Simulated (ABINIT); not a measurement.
# Quasiparticle gap of BP (F-43m) in ABINIT, part 3 of 3

Aim: the G0W0 gap of BP (F-43m) on PBE, step by step.

ABINIT 10.8.3; PBE and many-body steps on it, plane waves. Known limits of the many-body steps: not at the basis limit; coarse k mesh.

So far. Step 4 (Empty states on the mesh, 4×4×4 mesh, 119 bands): On this mesh the gap is 1.347 eV. The earlier step found 1.280 eV, so this mesh misses an edge. Step 5 (Screening, 4×4×4 mesh, 111 bands, screening to 217.7 eV): Local fields lower ε∞ by 8 %. On a Γ-centred mesh this coarse the value itself is usually too large, while a short band sum pulls it down.

## 6. Self-energy, 4×4×4 mesh, 111 bands, screening to 217.7 eV

The self-energy is evaluated for the states that the input lists, and the levels follow from it, in one-shot runs by the linearised quasiparticle equation.

This step: G0W0 on PBE, plane waves, norm-conserving pseudopotentials.

run.abi reads:

```
acell 3*1.0 Angstrom
rprim 
  0.000000000000 2.269000000000 2.269000000000
  2.269000000000 0.000000000000 2.269000000000
  2.269000000000 2.269000000000 0.000000000000
ntypat 2
znucl 5 15
natom 2
typat 1 2
xred 
  0.000000000000 0.000000000000 0.000000000000
  0.250000000000 0.250000000000 0.250000000000
pp_dirpath "pseudos"
pseudos "B.upf, P.upf"
ecut 34
ngkpt 4 4 4
nshiftk 1
shiftk 0 0 0
kptopt 1
chksymbreak 0
istwfk *1
occopt 1
irdwfk 1
optdriver 4
nband 111
gwcalctyp 0
ecutsigx 34
symsigma 1
nkptgw 2
kptgw 
  0.0000000000 0.0000000000 0.0000000000
  0.5000000000 0.5000000000 0.0000000000
bdgw 
  2 7
  3 6
ecuteps 8
irdscr 1
ppmodel 1
indata_prefix "in"
outdata_prefix "out"
tmpdata_prefix "tmp"
```

Command:

```sh
$ OMP_NUM_THREADS=1 mpirun -n 8 abinit run.abi > log
```

Numbers of over 12 decimals in the logs are rounded to 6 here.

Log:

```text
.Version 10.8.3 of ABINIT. v10.8.2 released Aug 2026.

 Symmetries : space group F-4 3 m (#216); Bravais cF (face-center cubic)
[... echo of the input left out ...]
== DATASET  1 ==================================================================
-   mpi_nproc: 8, omp_nthreads: 1 (-1 if OMP is not activated)

--- !DatasetInfo
iteration_state: {dtset: 1, }
dimensions: {natom: 2, nkpt: 8, mband: 111, nsppol: 1, nspinor: 1, nspden: 1, mpw: 1524, }
cutoff_energies: {ecut:  34.0, pawecutdg:  -1.0, }
electrons: {nelect:   8.00000000E+00, charge:   0.00000000E+00, occopt:   1.00000000E+00, tsmear:   1.00000000E-02, }

 SIGMA: Calculation of the GW corrections

 Based on a program developped by R.W. Godby, V. Olevano, G. Onida, and L. Reining.
 Incorporated in ABINIT by V. Olevano, G.-M. Rignanese, and M. Torrent.
.Using double precision arithmetic ; gwpc =  8

[... cell and pseudopotentials left out ...]
--------------------------------------------------------------------------------

 ==== K-mesh for the wavefunctions ====
 Number of points in the irreducible wedge :     8
[... list of points left out ...]
 Together with 24 symmetry operations and time-reversal symmetry
 yields    64 points in the full Brillouin Zone.

 ==== Q-mesh for screening function ====
 Number of points in the irreducible wedge :     8
[... list of points left out ...]
 Together with 24 symmetry operations and time-reversal symmetry
 yields    64 points in the full Brillouin Zone.

 vcoul_init : cutoff-mode = AUXILIARY_FUNCTION
 q-points for optical limit:   1
     1)      0.000010    0.000020    0.000030
 setmesh: FFT mesh size selected  =    32x   32x   32
          total number of points  =        32768

 Number of electrons calculated from density =    8.0000; Expected =    8.0000
 average of density, n =  0.050741
 r_s =    1.6757
 omega_plasma =   21.7288 [eV]

 === KS Band Gaps ===
  >>>> For spin  1
   Minimum direct gap =   3.4068 [eV], located at k-point      :   0.0000  0.0000  0.0000
   Fundamental gap    =   1.3473 [eV], Top of valence bands at :   0.0000  0.0000  0.0000
                                       Bottom of conduction at :   0.5000  0.5000  0.0000
 SIGMA fundamental parameters:
 PLASMON POLE MODEL  1
 number of plane-waves for SigmaX                 1459
 number of plane-waves for SigmaC and W            169
 number of plane-waves for wavefunctions          1459
 number of bands                                   111
 number of independent spin polarizations            1
 number of spinorial components                      1
 number of k-points in IBZ                           8
 number of q-points in IBZ                           8
 number of symmetry operations                      24
 number of k-points in BZ                           64
 number of q-points in BZ                           64
 number of frequencies for dSigma/dE                 9
 frequency step for dSigma/dE [eV]                0.25
 number of omega for Sigma on real axis              0
 max omega for Sigma on real axis  [eV]           0.00
 zcut for avoiding poles [eV]                     0.10

 EPSILON^-1 parameters (SCR file):
 dimension of the eps^-1 matrix on file            169
 dimension of the eps^-1 matrix used               169
 number of plane-waves for wavefunctions          1459
 number of bands                                   111
 number of q-points in IBZ                           8
 number of frequencies                               2
 number of real frequencies                          1
 number of imag frequencies                          1

 matrix elements of self-energy operator (all in [eV])

 Perturbative Calculation

--- !SelfEnergy_ee
iteration_state: {dtset: 1, }
kpoint     : [   0.000,    0.000,    0.000, ]
spin       : 1
KS_gap     :    3.407
QP_gap     :    4.258
Delta_QP_KS:    0.851
data: !SigmaeeData |
     Band     E0 <VxcDFT>   SigX SigC(E0)      Z dSigC/dE  Sig(E)    E-E0       E
        2   7.266 -13.315 -15.260   1.214   0.792  -0.263 -13.894  -0.579   6.687
        3   7.266 -13.315 -15.260   1.214   0.792  -0.263 -13.894  -0.579   6.687
        4   7.266 -13.315 -15.260   1.214   0.792  -0.263 -13.894  -0.579   6.687
        5  10.672 -12.021  -7.049  -4.630   0.794  -0.259 -11.749   0.272  10.945
        6  10.672 -12.021  -7.049  -4.630   0.794  -0.259 -11.749   0.272  10.945
        7  10.672 -12.021  -7.049  -4.630   0.794  -0.259 -11.749   0.272  10.945

--- !SelfEnergy_ee
iteration_state: {dtset: 1, }
kpoint     : [   0.500,    0.500,    0.000, ]
spin       : 1
KS_gap     :    5.461
QP_gap     :    6.315
Delta_QP_KS:    0.854
data: !SigmaeeData |
     Band     E0 <VxcDFT>   SigX SigC(E0)      Z dSigC/dE  Sig(E)    E-E0       E
        3   3.152 -12.501 -16.052   2.579   0.775  -0.291 -13.254  -0.753   2.399
        4   3.152 -12.501 -16.052   2.579   0.775  -0.291 -13.254  -0.753   2.399
        5   8.613 -10.805  -6.333  -4.347   0.805  -0.242 -10.704   0.101   8.714
        6   8.933 -10.660  -6.086  -4.384   0.810  -0.234 -10.507   0.153   9.086

== END DATASET(S) ==============================================================
================================================================================

 -outvars: echo values of variables after computation  --------
           etotal      0.0000000000E+00
            nband         111
             nkpt           8
          spgroup         216
 [... the other variables as echoed above ...]

 Calculation completed.
```

Elapsed: 8.6 s, on 8 MPI ranks of Intel Xeon Platinum 8259CL at 2.50GHz (Skylake/Cascade Lake), shared host; peak memory 0.9 GiB; 67 s of CPU time.

Numbers from this step:

```
G0W0 gap on the points computed              : 2.027 eV
starting gap on the mesh                     : 1.347 eV
k of the valence top                         : 0, 0, 0
k of the conduction bottom                   : 0.5, 0.5, 0
Z at the valence top                         : 0.792
Z at the conduction bottom                   : 0.805
least direct G0W0 gap on the computed points : 4.258 eV
```

The gap on the mesh goes from 1.35 eV to 2.03 eV, a correction of +0.68 eV. The start differs from the 1.28 eV found before because the two sample other k points.

Limits: finite bands, cutoff and mesh; coarse k mesh. v1 is the top filled band, c1 the lowest empty one. Levels before and after the correction, in eV, zero at the valence-band top of each column:

```
           conduction bottom  valence top
Kohn-Sham               1.35         0.00
     G0W0               2.03         0.00
```

```
                       level  energy (eV)
Kohn-Sham            Γ v3-v1        0.000
Kohn-Sham            Γ c1-c3        3.407
Kohn-Sham  (0.5 0.5 0) v2-v1       -4.114
Kohn-Sham     (0.5 0.5 0) c1        1.347
Kohn-Sham     (0.5 0.5 0) c2        1.667
     G0W0            Γ v3-v1        0.000
     G0W0            Γ c1-c3        4.258
     G0W0  (0.5 0.5 0) v2-v1       -4.288
     G0W0     (0.5 0.5 0) c1        2.027
     G0W0     (0.5 0.5 0) c2        2.399
```

## 7. Where the time went

Times are wall times on 8 MPI ranks of Intel Xeon Platinum 8259CL at 2.50GHz (Skylake/Cascade Lake), shared host, good to a factor of about two.

```
                          step   time  share  memory (GiB)
                  ground state  8.2 s   16 %          0.55
bands along the symmetry lines    6 s   12 %          0.47
      empty states on the mesh    7 s   14 %          0.78
                     screening   20 s   41 %          0.86
                   self-energy  8.6 s   17 %           0.9
```

## 8. Outcome

| Item | Value |
| --- | --- |
| PBE gap | 1.26 eV, indirect |
| G0W0 gap on the mesh | 2.03 eV |
| G0W0 gap over the zone (rigid shift) | 1.94 eV |
| GW settings | 4×4×4 mesh, 111 bands, screening to 217.7 eV, Godby-Needs plasmon pole |
| known limits | not at the basis limit; coarse k mesh |

What this shows: G0W0 moves the gap on the mesh from 1.35 eV to 2.03 eV (+0.68 eV), with Z of 0.79 and 0.81 at the edges. The mesh misses the band edges by 0.09 eV in all; a rigid shift gives 1.94 eV for the zone. Local fields lower the RPA ε∞ on this mesh from 13.91 to 12.75; a Γ-centred mesh this coarse tends to raise both, most where the direct gap is narrow, while a short band sum lowers them. Only 2 of the mesh's irreducible points were corrected, so a valley elsewhere could overtake. The dearest step here is «screening». Bands and cutoff are finite, so the gap is not at the basis limit. The miss can reach some tenths of an eV and take either sign; the mesh is an error of its own. In the G0W0 run levels were corrected at 2 k points alone, so a gap called «on the mesh» is the least over those, and an edge elsewhere would be missed. A denser mesh or path gives a starting gap of 1.26 eV: the GW mesh misses a band edge, so its gaps are not the fundamental one. The 4×4×4 mesh is coarse for this cell, which bears on the long-range parts of exchange and screening.

[Paths, hosts, dates, memory and timing lines, banners, echoed tables and standing remarks are left out of the program output.]

[Logs are printed without paths, hosts, clocks, repeated set-up lines and the standing remarks that a program may print on its own settings, such as how far it seeks lower states.]

[Runs of the session that timed out or met a known fault of the program may be left out.]

[Hosts, paths, dates, database ids (printed as entryN), source tags and the programs' standing remarks are cut or masked in the printed files.]

[G0W0 gaps are taken among the corrected bands and points alone; a level outside them can change the order at an edge.]

[Where Ansatz stands beside ABINIT at settings called matched, ABINIT's density can come from a denser mesh and the files from another edition; pairs whose starting gaps differed by over 0.03 eV were left out, so agreement reads better than it is.]
